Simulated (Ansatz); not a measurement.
# Band gap of MoS2/WSSe (van der Waals superlattice) (P3m1) from density functionals to GW

Wanted: a ladder of band gaps for MoS2/WSSe (van der Waals superlattice) (P3m1), from density functionals to G0W0.

Main program and level: Ansatz 0.2.0; density functionals, hybrids and G0W0, plane waves, PAW.

The structure was built from a prototype and need not be the compound's stable phase.

## Step 1: The structure

The structure is trigonal, space group P3m1 (No. 156). Conventional cell: a = 3.143 Å, b = 3.143 Å, c = 13.146 Å, α = 90.00°, β = 90.00°, γ = 120.00°. Nearest to Mo lie 6 S at 2.39 Å. Nearest to S lie 3 Mo at 2.39 Å. W has 3 S at 2.39 Å and 3 Se at 2.50 Å nearest. Nearest to S lie 3 W at 2.39 Å. Nearest to Se lie 3 W at 2.50 Å. It derives from Mo1S2. Farther neighbours and most contacts between anions are not listed.

Structure file:

```cif
data_structure
_symmetry_space_group_name_H-M 'P 1'
_symmetry_Int_Tables_number 1
_cell_length_a 3.1428
_cell_length_b 3.1428
_cell_length_c 13.1457
_cell_angle_alpha 90.000
_cell_angle_beta 90.000
_cell_angle_gamma 120.000
_cell_volume 112.45
loop_
_atom_site_label
_atom_site_type_symbol
_atom_site_fract_x
_atom_site_fract_y
_atom_site_fract_z
_atom_site_occupancy
Mo1 Mo 0.33333 0.66667 0.24565 1
S2 S 0.66667 0.33333 0.36359 1
S3 S 0.66667 0.33333 0.12759 1
W4 W 0.33333 0.66667 0.75488 1
S5 S 0.66667 0.33333 0.87280 1
Se6 Se 0.66667 0.33333 0.62351 1
```

The structure was relaxed with PBEsol-D3(BJ). The runs that relaxed it are not among those shown. Spin-orbit coupling is left out unless a step names it.

The logs state that the PAW files were generated under PBE.

## Step 2: PBEsol on the 12×12×2 mesh

Levels along a band path and on the mesh show where this functional puts the band edges.

This step: DFT, PBEsol, plane waves, PAW; PAW set soft_1.

Contents of input.yaml:

```yaml
crystal:
  lattice:
    - [3.1427838334, 0.0, 0.0]
    - [-1.5713919167, 2.7217306383, 0.0]
    - [0.0, 0.0, 13.1456958318]
  atoms:
    - { symbol: Mo, position: [0.3333333333, 0.6666666667, 0.245649878] }
    - { symbol: S, position: [0.6666666667, 0.3333333333, 0.3635909853] }
    - { symbol: S, position: [0.6666666667, 0.3333333333, 0.1275944387] }
    - { symbol: W, position: [0.3333333333, 0.6666666667, 0.7548780888] }
    - { symbol: S, position: [0.6666666667, 0.3333333333, 0.8728038352] }
    - { symbol: Se, position: [0.6666666667, 0.3333333333, 0.6235115051] }
kpoints:
  mp_grid: { grid: [12, 12, 2] }
  band_path:
    path:
      - [[0.0, 0.0, 0.0], [0.5, 0.0, 0.0], [0.33333333, 0.33333333, 0.0], [0.0, 0.0, 0.0], [0.0, 0.0, 0.5], [0.5, 0.0, 0.5], [0.33333333, 0.33333333, 0.5], [0.0, 0.0, 0.5]]
      - [[0.5, 0.0, 0.5], [0.5, 0.0, 0.0]]
      - [[0.33333333, 0.33333333, 0.5], [0.33333333, 0.33333333, 0.0]]
    npoints: 10
hamiltonian:
  xc: pbesol
  pseudopotentials: { kind: paw, azcp: { folder: soft_1 }, xc_functional: pbe }
scf:
  occupations: { method: fermi_dirac, width: 0.02 }
  n_extra_bands: 6
output:
  eigenvalues: true
  forces: true
  stress: true
  write_density: true
  write_potential: true
  elf: true
  volumetric_format: npy
```

Launch:

```bash
$ ansatz run input.yaml --threads 2 --pin off --max-ram 92160MiB --backend cuda --events-out ev --progress --plain --runs-dir out --devices 1 --max-vram 13GiB
```

Numbers of over 12 decimals in the logs are rounded to 6 here.

Log:

```text
scf.n_extra_bands = 6 over 31 filled bands (N_el = 62.0): the run solves 37 bands
GPUs: using 1 of 1 available (devices: 1).
Engine: ansatz 0.2.0, x86_64-unknown-linux-gnu
Pseudopotentials: kind: paw
Pseudopotential: Mo, paw, valence charge 14, recommended cutoff 420 eV (normal), soft_1/Mo.paw.azcp
Pseudopotential: S, paw, valence charge 6, recommended cutoff 420 eV (normal), soft_1/S.paw.azcp
Pseudopotential: W, paw, valence charge 14, recommended cutoff 420 eV (normal), soft_1/W.paw.azcp
Pseudopotential: Se, paw, valence charge 16, recommended cutoff 420 eV (normal), soft_1/Se.paw.azcp
Functional definition: PBEsol
  exchange = pbesol_x
  correlation = pbesol_c
device memory: the entry about to start is reckoned to put 3.0 GiB on a device that reports 57.4 GiB free (of which the cap on the GPU budget leaves the run 13.0 GiB)
GPU FFT provider: cuFFT
GPU libraries: cuBLAS 13.8.2, cuFFT 12.4.0, cuSOLVER 12.3.4
Crystal: 6 atoms, lattice volume = 112.446 Å³
Basis set: ecut = 420 eV, 2179 PW (Γ), exchange–correlation on 48×48×180 points (8 copies of the dense FFT grid, shifted against one another)
Bands: 37, of which v1, the nominal top of the filled ones, is band 31 counted from 1 (30 counted from 0)
Symmetry: 6 space group operations
Space group: P3m1 (ITA 156), of the structure as read, at distance tolerance 4.8e-5 Å
k-points: 38 of 288 (time reversal used)
Non-local potential: Mo, projectors of the file, l = 0: 3, l = 1: 2, l = 2: 2, l = 3: 1
Non-local potential: S, projectors of the file, l = 0: 2, l = 1: 2, l = 2: 1
Non-local potential: W, projectors of the file, l = 0: 3, l = 1: 2, l = 2: 2, l = 3: 1
Non-local potential: Se, projectors of the file, l = 0: 2, l = 1: 2, l = 2: 3, l = 3: 1
PAW form: soft (Blöchl's): semilocal exchange-correlation on the pseudo side does not see the compensation charge
PAW frozen core: Mo, regenerated for the run's functional, and the local potential with it (the file was generated under x = pbe(κ = 0.804, μ = 0.219515), c = pbe(β = 0.066725))
PAW frozen core: S, regenerated for the run's functional, and the local potential with it (the file was generated under x = pbe(κ = 0.804, μ = 0.219515), c = pbe(β = 0.066725))
PAW frozen core: W, regenerated for the run's functional, and the local potential with it (the file was generated under x = pbe(κ = 0.804, μ = 0.219515), c = pbe(β = 0.066725))
PAW frozen core: Se, regenerated for the run's functional, and the local potential with it (the file was generated under x = pbe(κ = 0.804, μ = 0.219515), c = pbe(β = 0.066725))
PAW one-centre angular grid: Mo, 590 points (default); XC on 64 Gauss nodes
PAW one-centre angular grid: S, 110 points (default); XC on 64 Gauss nodes
PAW one-centre angular grid: W, 590 points (default); XC on 64 Gauss nodes
PAW one-centre angular grid: Se, 590 points (default); XC on 64 Gauss nodes
Initial density: superposition of atomic densities (chi_scale 0.1, normalization cell), built separately for each of the 2 bonded fragments (scf.initial_density.interfragment_charge_transfer: auto; true builds it for the cell as a whole; a typed value also counts as a typed key of the start: scf.initial_density.chi_scale says what that changes, if anything)
Initial wavefunctions: pseudopotential atomic-orbital guess
GPU buffer pool allocated for 51840 grid points (all kernels)
GPU transforms: local potential and band sums: pruned to the plane-wave sphere, on 24×24×90
Functional: x = pbesol(κ = 0.804, μ = 0.123457), c = pbesol(β = 0.046)
SCF iter   1: F=—  HF=-23240.524126 eV  |F-HF|=—  |Δ(HF+E_count)|=         —  Δρ=5.06e-2  dr2=6.37e0  ethr=3.10e-3  ⟨swp⟩=8.8  Hψ=6626  notcnv=0
preconditioner: auto → Resta (q_TF=auto, 2.471 Å⁻¹)  ε∞=7.4  [insulator: Δε(μ)=1.039 eV  Ē_g=8.330 eV  σ=0.020 eV  W_gap=1.00  n_scr=28 (ndim 8)  ℏωp=21.0 eV  f_vac=0.046  D(μ)=0.00/eV (n_scr^D=0)  ε∞_Penn≈7.4]
SCF iter   2: F=—  HF=-23239.331303 eV  |F-HF|=—  |Δ(HF+E_count)|=    1.19e0  Δρ=2.49e-2  dr2=1.46e0  ethr=3.10e-3  ⟨swp⟩=3.0  Hψ=2580  notcnv=0  defer=57
SCF iter   3: F=—  HF=-23239.015040 eV  |F-HF|=—  |Δ(HF+E_count)|=   3.16e-1  Δρ=1.22e-2  dr2=3.12e-1  ethr=2.35e-3  ⟨swp⟩=3.0  Hψ=3010  notcnv=0  defer=57
SCF iter   4: F=—  HF=-23238.945062 eV  |F-HF|=—  |Δ(HF+E_count)|=   7.00e-2  Δρ=3.51e-3  dr2=2.80e-2  ethr=5.03e-4  ⟨swp⟩=2.9  Hψ=2159  notcnv=0  defer=57
SCF iter   5: F=—  HF=-23238.945850 eV  |F-HF|=—  |Δ(HF+E_count)|=   7.88e-4  Δρ=2.09e-3  dr2=9.85e-3  ethr=4.52e-5  ⟨swp⟩=3.0  Hψ=2235  notcnv=0  defer=57
SCF iter   6: F=—  HF=-23238.946554 eV  |F-HF|=—  |Δ(HF+E_count)|=   7.04e-4  Δρ=6.80e-4  dr2=1.74e-3  ethr=1.59e-5  ⟨swp⟩=2.2  Hψ=2140  notcnv=0  defer=57
SCF iter   7: F=—  HF=-23238.947099 eV  |F-HF|=—  |Δ(HF+E_count)|=   5.45e-4  Δρ=2.77e-4  dr2=1.31e-4  ethr=2.81e-6  ⟨swp⟩=2.0  Hψ=2497  notcnv=0  defer=57
SCF iter   8: F=—  HF=-23238.947228 eV  |F-HF|=—  |Δ(HF+E_count)|=   1.29e-4  Δρ=9.99e-5  dr2=1.99e-5  ethr=2.11e-7  ⟨swp⟩=2.0  Hψ=2641  notcnv=0  defer=57
SCF iter   9: F=—  HF=-23238.947449 eV  |F-HF|=—  |Δ(HF+E_count)|=   2.21e-4  Δρ=4.08e-5  dr2=2.29e-6  ethr=3.21e-8  ⟨swp⟩=2.1  Hψ=2463  notcnv=0  defer=57
SCF iter  10: F=—  HF=-23238.947452 eV  |F-HF|=—  |Δ(HF+E_count)|=   2.99e-6  Δρ=1.42e-5  dr2=5.40e-7  ethr=3.70e-9  ⟨swp⟩=2.3  Hψ=2067  notcnv=0  defer=57
SCF iter  11: F=—  HF=-23238.947452 eV  |F-HF|=—  |Δ(HF+E_count)|=   2.17e-7  Δρ=5.54e-6  dr2=1.34e-7  ethr=8.70e-10  ⟨swp⟩=2.0  Hψ=2451  notcnv=0  defer=57
SCF iter  12: F=-23238.947452 eV  HF=-23238.947452 eV  |F-HF|=2.95e-10  |Δ(HF+E_count)|=   5.70e-9  Δρ=2.31e-6  dr2=1.31e-8  ethr=1.61e-10  ⟨swp⟩=20.6  Hψ=15503  notcnv=0
SCF 1 converged in 12 iterations: F = -23238.947452 eV  dr2 = 1.31e-8
[...]
device memory: the entry about to start is reckoned to put 1.4 GiB on a device that reports 50.8 GiB free (of which the cap on the GPU budget leaves the run 13.0 GiB)
NSCF: frozen V_eff on 93 k-points
SCF converged after 12 iterations
Free energy (F): -23238.947452 eV
Harris-Foulkes:  -23238.947452 eV  (|F-HF|=2.95e-10)
Internal energy: -23238.947452 eV  (E = F + TS)
E sigma→0 (E₀):  -23238.947452 eV
Fermi energy:    11.513751 eV
--- Per-component energies (eV) ---
  E_band       = -712.173877
  E_kinetic    = 1278.880867
  E_local      = -7778.602933  (includes V_loc(G=0)·N_el)
  E_nonlocal   = -121.330956
  E_hartree    = 3622.191809
  E_xc         = -792.959550
  E_vxc        = -792.696255  (∫ρ·V_xc dr)
  E_paw        = -15468.377500  (= ΣΔE_a)
  E_vpaw       = -542.810144  (= ΣTr[D̂ρ^β])
  E_aug_tail   = -0.000168  (compensation charges beyond the density's cutoff)
  E_ewald      = -3980.374480
  E_core_change = 1.625458  (= ΣΔE_core)
  E_smearing   = -0.000000  (= −TS)
  E_closure    = -0.000000  (closes the sum)
  Σ components = -23238.947452   (vs F -23238.947452, Δ=0.00e0)
--- Forces (eV/Å), atoms counted from 1 ---
  atom   1  Mo    -0.00000000     0.00000000    -0.00284063
  atom   2  S      0.00000000     0.00000000    -0.02072945
  atom   3  S     -0.00000000     0.00000000     0.01941086
  atom   4  W      0.00000000    -0.00000000    -0.00555469
  atom   5  S      0.00000000     0.00000000    -0.01508976
  atom   6  Se    -0.00000000     0.00000000     0.02475460
  max |Σ_I F_I| component: 4.91e-5 eV/Å
--- Stress (GPa, compression-positive) ---
        3.298810       0.000000      -0.000000
        0.000000       3.298810       0.000000
       -0.000000       0.000000       3.437398
  P = ⅓ Tr σ = 3.3450 GPa (33.450 kbar)
--- Band table (eV; the first three rows and the last of 38) ---
  k-point 0: bands = [... 27 lower, 9.7930, 9.7930, 9.8852, 11.0317, 13.1898, 13.1898, 13.4800, 13.4800, ... 2 higher]
  k-point 1: bands = [... 27 lower, 9.7928, 9.7928, 10.4928, 10.8391, 13.1894, 13.1894, 13.4812, 13.4812, ... 2 higher]
  k-point 2: bands = [... 27 lower, 9.6237, 9.7372, 10.0500, 10.9220, 13.0451, 13.1674, 13.3490, 13.3851, ... 2 higher]
  k-point 37: bands = [... 27 lower, 8.2542, 8.4118, 10.2915, 10.8249, 12.0863, 12.9607, 13.3348, 13.7253, ... 2 higher]
```

Wall time 13 s (1 × NVIDIA H100 80GB HBM3 (shared by 6 runs) with 2 threads of AMD EPYC 7R13 (Zen 3), shared host); peak memory 1 GiB.

Reading the cycles: dr2 is the Hartree energy of the density residual (eV), the measure of convergence; HF is the Harris–Foulkes estimate of the energy, which meets the free energy F at convergence.

This step gave:

* pressure: 3.345 GPa
* filled bands: 31
* gap: 1.000 eV
* valence top at: Γ
* conduction bottom at: k = (0.167, 0.167, 0.000)
* least direct gap: 1.247 eV

Over mesh and path the gap is 1.000 eV, from k = Γ to k = (0.167, 0.167, 0.000). The least direct gap found is 1.247 eV, at k = (0.333, 0.333, 0.000).

## Step 3: PBEsol+SOC on the 12×12×2 mesh

This run has two-component orbitals with spin-orbit coupling.

This step: DFT, PBEsol with spin-orbit coupling, plane waves, PAW; PAW set soft_1.

Contents of input.yaml:

```yaml
crystal:
  lattice:
    - [3.1427838334, 0.0, 0.0]
    - [-1.5713919167, 2.7217306383, 0.0]
    - [0.0, 0.0, 13.1456958318]
  atoms:
    - { symbol: Mo, position: [0.3333333333, 0.6666666667, 0.245649878] }
    - { symbol: S, position: [0.6666666667, 0.3333333333, 0.3635909853] }
    - { symbol: S, position: [0.6666666667, 0.3333333333, 0.1275944387] }
    - { symbol: W, position: [0.3333333333, 0.6666666667, 0.7548780888] }
    - { symbol: S, position: [0.6666666667, 0.3333333333, 0.8728038352] }
    - { symbol: Se, position: [0.6666666667, 0.3333333333, 0.6235115051] }
kpoints:
  mp_grid: { grid: [12, 12, 2] }
  band_path:
    path:
      - [0.0, 0.0, 0.0]
      - [0.5, 0.0, 0.0]
      - [0.33333333, 0.33333333, 0.0]
      - [0.0, 0.0, 0.5]
      - [0.5, 0.0, 0.5]
      - [0.33333333, 0.33333333, 0.5]
      - [0.1666666667, 0.1666666667, 0.0]
    npoints: 1
hamiltonian:
  xc: pbesol
  pseudopotentials: { kind: paw_fr, azcp: { folder: soft_1 }, xc_functional: pbe }
scf:
  occupations: { method: fermi_dirac, width: 0.02 }
  n_extra_bands: 12
magnetization:
  noncollinear: true
  spin_orbit: true
output:
  eigenvalues: true
  forces: true
  stress: true
```

Log:

```text
[...]
GPUs: using 1 of 1 available (devices: 1).
[...]
non-collinear run that drives no moment, with spin-orbit: no starting moment large enough to seed its density (crystal.atoms[].spin), no starting occupations that ask for one, no magnetisation constraint and no magnetic field, so the semilocal B_xc is pinned to zero
[...]
GPU FFT provider: cuFFT
GPU libraries: cuBLAS 13.8.2, cuFFT 12.4.0, cuSOLVER 12.3.4
Crystal: 6 atoms, lattice volume = 112.446 Å³
Basis set: ecut = 420 eV, 2179 PW (Γ), exchange–correlation on 48×48×180 points (8 copies of the dense FFT grid, shifted against one another)
Bands: 74, of which v1, the nominal top of the filled ones, is band 62 counted from 1 (61 counted from 0)
Symmetry: 6 space group operations + 6 with time reversal
[...]
k-points: 38 of 288 (time reversal used)
[...]
atom   2  S      0.00000000     0.00000000    -0.01897753
  atom   3  S      0.00000000     0.00000000     0.01786504
  atom   4  W      0.00000000    -0.00000000     0.00215121
  atom   5  S      0.00000000     0.00000000    -0.01254978
  atom   6  Se    -0.00000000     0.00000000     0.01411059
  max |Σ_I F_I| component: 2.33e-6 eV/Å
--- Stress (GPa, compression-positive) ---
        3.269214       0.000000      -0.000000
        0.000000       3.269214       0.000000
       -0.000000       0.000000       3.457766
  P = ⅓ Tr σ = 3.3321 GPa (33.321 kbar)
--- Band table (eV; the first three rows and the last of 38) ---
  k-point 0: bands = [... 58 lower, 9.9400, 9.9400, 11.0642, 11.0642, 13.1482, 13.1482, 13.2296, 13.2296, ... 8 higher]
  k-point 1: bands = [... 58 lower, 10.5192, 10.5192, 10.8753, 10.8753, 13.1483, 13.1483, 13.2285, 13.2285, ... 8 higher]
  k-point 2: bands = [... 58 lower, 10.0492, 10.0773, 10.9396, 10.9594, 13.0364, 13.0411, 13.1675, 13.1737, ... 8 higher]
  k-point 37: bands = [... 58 lower, 10.2213, 10.3660, 10.6354, 11.0316, 12.0839, 12.0868, 12.8858, 12.9542, ... 8 higher]
[key lines of the parts left out:]
SCF converged after 12 iterations
Magnetization: |M| = 0.0000 μB,  M = (+0.0000, +0.0000, +0.0000) μB
Free energy (F): -23264.394696 eV
Fermi energy:    11.524273 eV
```

The job ended after 20 s (1 × NVIDIA H100 80GB HBM3 (shared by 6 runs) with 2 threads; peak memory 1.1 GiB).

Numbers from this step:

| Quantity | Value |
| --- | --- |
| pressure | 3.332 GPa |
| gap | 0.9330 eV |
| valence top at | Γ |
| conduction bottom at | k = (0.167, 0.167, 0.000) |
| least direct gap | 1.036 eV |

Over mesh and listed points the gap is 0.933 eV, from k = Γ to k = (0.167, 0.167, 0.000). The least direct gap found is 1.036 eV, at k = (0.333, 0.333, 0.000). PBEsol+SOC against PBEsol: 0.933 − 1.000 = −0.067 eV, with the same mesh, set of files (read in its fully relativistic form for the spin-orbit run) and cutoff, and both edges at the same k points. The spin-orbit run sees mesh and listed points alone, so its gap is an upper bound: the coupling can move an edge off these points, the more so as this crystal has no centre of inversion, and the change over the zone, its sign included where it is small, is not known.

## Step 4: HSE06 on the 6×6×2 mesh

HSE06 mixes in a quarter of exact exchange at short range.

This step: DFT, HSE06, plane waves, PAW; PAW set soft_1.

input.yaml, as its differences from that of step 3:

```diff
@@ -13,3 +13,3 @@
 kpoints:
-  mp_grid: { grid: [12, 12, 2] }
+  mp_grid: { grid: [6, 6, 2] }
   band_path:
@@ -25,13 +25,8 @@
 hamiltonian:
-  xc: pbesol
-  pseudopotentials: { kind: paw_fr, azcp: { folder: soft_1 }, xc_functional: pbe }
+  xc: hse06
+  pseudopotentials: { kind: paw, azcp: { folder: soft_1 } }
 scf:
-  occupations: { method: fermi_dirac, width: 0.02 }
-  n_extra_bands: 12
-magnetization:
-  noncollinear: true
-  spin_orbit: true
+  occupations: { method: fixed }
+  n_extra_bands: 6
 output:
   eigenvalues: true
-  forces: true
-  stress: true
```

Log:

```text
[...]
GPUs: using 1 of 1 available (devices: 1).
[...]
davidson cushion auto → on  (no smearing: the cushion is to keep the highest requested band from converging to the state above it; pin scf.eigensolver.cushion to override)
[...]
GPU FFT provider: cuFFT
GPU libraries: cuBLAS 13.8.2, cuFFT 12.4.0, cuSOLVER 12.3.4
Crystal: 6 atoms, lattice volume = 112.446 Å³
Basis set: ecut = 420 eV, 2179 PW (Γ)
[...]
Fermi energy:    10.771757 eV
[...]
--- Band table (eV; the first three rows and the last of 14) ---
  k-point 0: bands = [... 27 lower, 9.4201, 9.4201, 9.5372, 10.7718, 13.6217, 13.6217, 13.8911, 13.8911, ... 2 higher]
  k-point 1: bands = [... 27 lower, 9.4199, 9.4199, 10.1701, 10.5536, 13.6213, 13.6213, 13.8927, 13.8927, ... 2 higher]
  k-point 2: bands = [... 27 lower, 8.9100, 9.2867, 9.5204, 10.2193, 12.9149, 13.4265, 13.4381, 13.7789, ... 2 higher]
  k-point 13: bands = [... 27 lower, 7.5467, 7.7695, 9.9989, 10.6036, 12.2760, 13.2920, 13.8491, 14.2495, ... 2 higher]
[key lines of the parts left out:]
Free energy (F): -23527.695761 eV
```

The job ended after 33 s (1 × NVIDIA H100 80GB HBM3 (shared by 6 runs) with 2 threads; peak memory 1.4 GiB; 42 s of CPU time).

Numbers from this step:

- gap: 1.504 eV
- valence top at: Γ
- conduction bottom at: K
- least direct gap: 1.660 eV
- exact-exchange fraction: 0.25

Over mesh and listed points the gap is 1.504 eV, from k = Γ to k = (0.333, 0.333, 0.000). The least direct gap found is 1.660 eV, at k = (0.333, 0.333, 0.000). HSE06 against PBEsol: 1.504 − 1.000 = +0.504 eV. The runs also differ in mesh (12×12×2 and 6×6×2), and the conduction bottom lies at another k point, so how much of this comes from the functional alone is not known. The program's warnings for this run: metallic iterate.

(Part 1 of 2 ends here.)

[Paths, hosts, dates, memory and timing lines, banners, echoed tables and standing remarks are left out of the program output.]

[Logs are printed without paths, hosts, clocks, repeated set-up lines and the standing remarks that a program may print on its own settings, such as how far it seeks lower states.]

[Runs of the session that timed out or met a known fault of the program may be left out.]

[Cells called generated may have been cut or substituted from an entry of the Crystallography Open Database or the Materials Project.]

[Hosts, paths, dates, database ids (printed as entryN), source tags and the programs' standing remarks are cut or masked in the printed files.]

[Where an RPA ε∞ is given, it is that of the G0W0 mesh and is not shown converged in it. Names of k-points follow the symmetry that the program found, which can be lower than the space group named. Band edges on a path are those of the sampled points; other points can move an edge, and change direct to indirect where valleys lie close.]

[Hybrid gaps are those of their k-mesh and are not shown converged in it.]
